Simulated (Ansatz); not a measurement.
## A computed optical spectrum

Method: Ansatz, r2SCAN, independent particles, without spin-orbit coupling, line width 0.1 eV (Gaussian); metals get a typed carrier damping. The response is along the first axis of the cell.

```json
{"E (eV)": "0.00", "Im ε": "0.00"}
{"E (eV)": "0.50", "Im ε": "0.00"}
{"E (eV)": "1.00", "Im ε": "0.00"}
{"E (eV)": "1.50", "Im ε": "0.00"}
{"E (eV)": "2.00", "Im ε": "0.00"}
{"E (eV)": "2.50", "Im ε": "0.00"}
{"E (eV)": "3.00", "Im ε": "0.00"}
{"E (eV)": "3.50", "Im ε": "0.00"}
{"E (eV)": "4.00", "Im ε": "0.00"}
{"E (eV)": "4.50", "Im ε": "0.00"}
{"E (eV)": "5.00", "Im ε": "0.00"}
{"E (eV)": "5.50", "Im ε": "0.00"}
{"E (eV)": "6.00", "Im ε": "0.00"}
{"E (eV)": "6.50", "Im ε": "0.02"}
{"E (eV)": "7.00", "Im ε": "0.63"}
{"E (eV)": "7.50", "Im ε": "0.93"}
{"E (eV)": "8.00", "Im ε": "1.10"}
{"E (eV)": "8.50", "Im ε": "1.37"}
{"E (eV)": "9.00", "Im ε": "0.90"}
{"E (eV)": "9.50", "Im ε": "1.37"}
{"E (eV)": "10.00", "Im ε": "0.76"}
{"E (eV)": "10.50", "Im ε": "0.91"}
{"E (eV)": "11.00", "Im ε": "0.76"}
{"E (eV)": "11.50", "Im ε": "1.23"}
{"E (eV)": "12.00", "Im ε": "1.87"}
{"E (eV)": "12.50", "Im ε": "1.27"}
{"E (eV)": "13.00", "Im ε": "0.64"}
{"E (eV)": "13.50", "Im ε": "1.00"}
{"E (eV)": "14.00", "Im ε": "2.84"}
{"E (eV)": "14.50", "Im ε": "1.41"}
{"E (eV)": "15.00", "Im ε": "1.20"}
```

Which of these systems gave the spectrum?
A. KMgF3 (Pm-3m)
B. KZnF3 (Pm-3m)
C. BaZnPF (P4/nmm)

B. KZnF3 (Pm-3m): least direct gap 6.59 eV, ε∞ = 2.30 along the first axis, strongest peak along the first axis at 13.97 eV. The others: BaZnPF (P4/nmm), least direct gap 0.73 eV, ε∞ = 7.63 along the first axis, strongest peak along the first axis at 3.65 eV; KMgF3 (Pm-3m), least direct gap 8.58 eV, ε∞ = 2.06 along the first axis, strongest peak along the first axis at 12.40 eV.

[Logs are printed without paths, hosts, clocks, repeated set-up lines and the standing remarks that a program may print on its own settings, such as how far it seeks lower states.]
